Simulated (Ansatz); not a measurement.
# SrVO3 (Pm-3m): how robust is the cRPA U?, part 2 of 2

What does U in SrVO3 (Pm-3m) depend on besides the window?

Ansatz 0.2.0; constrained RPA on LDA, plane waves, PAW.

So far. Step 6 (Changed: smooth pair densities): On the V t2g shell, screening brings the on-site interaction from 16.2 eV down to U = 3.23 eV. Step 8 (Changed: r2SCAN): On the V t2g shell, screening brings the on-site interaction from 16.7 eV down to U = 3.61 eV.

### 9. Changed: volume +6 %

This step: constrained RPA on LDA, plane waves, PAW.

The cell differs from the one that the last finished run ended in (a 3.842 → 3.917 Å, b 3.842 → 3.917 Å, c 3.842 → 3.917 Å).

The input, input.yaml:

```yaml
crystal:
  lattice:
    - [0.0, -3.9173524637, 0.0]
    - [0.0, 0.0, 3.9173524637]
    - [-3.9173524637, 0.0, 0.0]
  atoms:
    - { symbol: Sr, position: [0.0, 0.0, 0.0] }
    - { symbol: V, position: [0.5, 0.5, 0.5] }
    - { symbol: O, position: [0.5, 0.5, 0.0] }
    - { symbol: O, position: [0.5, 0.0, 0.5] }
    - { symbol: O, position: [0.0, 0.5, 0.5] }
kpoints:
  mp_grid: { grid: [8, 8, 8] }
hamiltonian:
  xc: lda
scf:
  occupations: { method: gaussian, width: 0.08 }
  n_extra_bands: 19
  max_iter: 150
  lower_state_search: "off"
output:
  crpa:
    kmesh: [4, 4, 4]
    target_bands: [v1, c2]
    projections: [{ species: V, l: d, shell: 3, orbitals: [dxz, dyz, dxy] }]
  local_orbitals:
    kmesh: [8, 8, 8]
    orbitals: [{ species: V, l: d, shell: 3, orbitals: [dxz, dyz, dxy] }]
    window: { bands: [v1, c2] }
    seedname: lo
```

Run with:

```sh
$ ansatz run input.yaml --threads 16 --pin off --max-ram 36864MiB --backend cpu --events-out ev --progress --plain --runs-dir out
```

Numbers of over 12 decimals in the logs are rounded to 6 here.

The program printed:

```text
[...]
Crystal: 5 atoms, lattice volume = 60.114 Å³
Basis set: ecut = 420 eV, 1189 PW (Γ)
Bands: 40, of which v1, the nominal top of the filled ones, is band 21 counted from 1 (20 counted from 0)
Symmetry: 48 space group operations
[...]
k-points: 35 of 512
[...]
k-point 34: bands = [... 17 lower, 9.2468, 9.2468, 9.2468, 12.5233, 12.5233, 12.5233, 16.1615, 16.1615, ... 15 higher]
[...]
χ-basis size per q: N_G = 203..228
[...]
Site 1, 3D, 3 of 5 d orbitals (Wannier functions 1, 2, 3; wannier90's mr 2, 3, 5):
      screened: U = 3.1028 eV, U' = 2.2471 eV, J = 0.4073 eV
      screened, to within: U = 4.9e-3 eV, U' = 4.9e-3 eV, J = 6.9e-4 eV
      bare: V = 16.2004 eV, V' = 15.0068 eV, J = 0.5586 eV
[...]
[key lines of the parts left out:]
SCF converged after 7 iterations
Free energy (F): -7977.263020 eV
Fermi energy:    11.231244 eV
```

Elapsed: 7.2 s, on 16 threads of Intel Xeon 6975P-C (Granite Rapids), shared host; peak memory 0.83 GiB; 75 s of CPU time.

Numbers from this step:

```
U                                                 : 3.103 eV
U prime (inter-orbital)                           : 2.247 eV
J                                                 : 0.4073 eV
bare V                                            : 16.20 eV
bare J                                            : 0.5586 eV
stated bound on U                                 : 0.004819 eV
U over bare V                                     : 0.1915
electrons in the window                           : 1.000
head of the constrained inverse dielectric matrix : 0.1544
least eigenvalue of the projection's overlap      : 0.7117
target functions                                  : 3
bands in the sums                                 : 46
r.m.s. miss of the model bands                    : 0.001008 eV
width of the target bands                         : 2.306 eV
weight of the projected orbitals in the window    : 0.7847
```

On the V t2g shell, screening brings the on-site interaction from 16.2 eV down to U = 3.10 eV.

### 10. Changed: PBEsol

This step: constrained RPA on PBEsol, plane waves, PAW.

input.yaml, the sections that differ from step 9:

```yaml
crystal:
  lattice:
    - [0.0, -3.842, 0.0]
    - [0.0, 0.0, 3.842]
    - [-3.842, 0.0, 0.0]
  atoms:
    - { symbol: Sr, position: [0.0, 0.0, 0.0] }
    - { symbol: V, position: [0.5, 0.5, 0.5] }
    - { symbol: O, position: [0.5, 0.5, 0.0] }
    - { symbol: O, position: [0.5, 0.0, 0.5] }
    - { symbol: O, position: [0.0, 0.5, 0.5] }
hamiltonian:
  xc: pbesol
output:
  crpa:
    kmesh: [4, 4, 4]
    target_bands: [v1, c2]
    projections: [{ species: V, l: d, shell: 3, orbitals: [dxz, dyz, dxy] }]
# kpoints, scf: as in step 9
```

The program printed:

```text
[...]
Crystal: 5 atoms, lattice volume = 56.712 Å³
Basis set: ecut = 420 eV, 1141 PW (Γ)
Bands: 40, of which v1, the nominal top of the filled ones, is band 21 counted from 1 (20 counted from 0)
Symmetry: 48 space group operations
[...]
k-points: 35 of 512
[...]
k-point 34: bands = [... 17 lower, 10.3265, 10.3265, 10.3265, 13.9281, 13.9281, 13.9281, 17.5292, 17.5292, ... 15 higher]
[...]
χ-basis size per q: N_G = 196..216
[...]
Site 1, 3D, 3 of 5 d orbitals (Wannier functions 1, 2, 3; wannier90's mr 2, 3, 5):
      screened: U = 3.2393 eV, U' = 2.3785 eV, J = 0.4110 eV
      screened, to within: U = 4.8e-3 eV, U' = 4.8e-3 eV, J = 6.7e-4 eV
      bare: V = 16.2155 eV, V' = 15.0221 eV, J = 0.5590 eV
[...]
[key lines of the parts left out:]
SCF converged after 7 iterations
Free energy (F): -8066.691560 eV
Fermi energy:    12.505282 eV
```

It took 6.1 s on 16 threads; peak memory 0.75 GiB.

This step gave:

```yaml
u: 3.239 eV
u_prime_inter_orbital: 2.379 eV
j: 0.4110 eV
bare_v: 16.22 eV
bare_j: 0.5590 eV
stated_bound_on_u: 0.004751 eV
u_over_bare_v: 0.1998
electrons_in_the_window: 1.000
head_of_the_constrained_inverse_dielectric_matrix: 0.1609
least_eigenvalue_of_the_projection_s_overlap: 0.7095
target_functions: 3
bands_in_the_sums: 46
width_of_the_target_bands: 2.536 eV
weight_of_the_projected_orbitals_in_the_window: 0.7831
```

On the V t2g shell, screening brings the on-site interaction from 16.2 eV down to U = 3.24 eV.

### 11. Side by side

Times are wall times on 16 threads of Intel Xeon 6975P-C (Granite Rapids), shared host, good to a factor of about two.

```tsv
run	bare V (eV)	U (eV)	J (eV)	bound on U (eV)	width (eV)	time
target window	16.18	3.210	0.409	0.0048	2.54	6.4 s
6×6×6 mesh	16.11	3.204	0.407	0.0048	2.54	30 s
2×2×2 mesh	16.95	3.477	0.435	0.0046	2.54	1.7 s
smooth pair densities	16.18	3.230	0.422	0.0087	2.54	5.4 s
r2SCAN	16.74	3.605	0.437	0.0052	2.47	11 s
volume +6 %	16.20	3.103	0.407	0.0048	2.31	7.2 s
PBEsol	16.22	3.239	0.411	0.0048	2.54	6.1 s
```

### 12. What came out

```json
{"target window": "U 3.21 eV, J 0.41 eV", "6×6×6 mesh": "U 3.20 eV, J 0.41 eV", "2×2×2 mesh": "U 3.48 eV, J 0.43 eV", "smooth pair densities": "U 3.23 eV, J 0.42 eV", "r2SCAN": "U 3.61 eV, J 0.44 eV", "volume +6 %": "U 3.10 eV, J 0.41 eV", "PBEsol": "U 3.24 eV, J 0.41 eV"}
```

What this shows: 6×6×6 mesh moves U by −0.01 eV (within the solver's bounds, for the mean over orbitals) at 4.6 times the time. 2×2×2 mesh moves U by +0.27 eV at 0.27 times the time. Smooth pair densities moves U by +0.02 eV. r2SCAN moves U by +0.40 eV. Volume +6 % moves U by −0.11 eV. PBEsol moves U by +0.03 eV. The printed bound covers the solver alone, not the mesh. The parent state is non-magnetic and the interaction static (zero frequency); U depends on the window and the orbitals, so it belongs to this model alone.

[Paths, hosts, dates, memory and timing lines, banners, echoed tables and standing remarks are left out of the program output.]

[Logs are printed without paths, hosts, clocks, repeated set-up lines and the standing remarks that a program may print on its own settings, such as how far it seeks lower states.]

[Runs of the session that timed out or met a known fault of the program may be left out.]

[Hosts, paths, dates, database ids (printed as entryN), source tags and the programs' standing remarks are cut or masked in the printed files.]
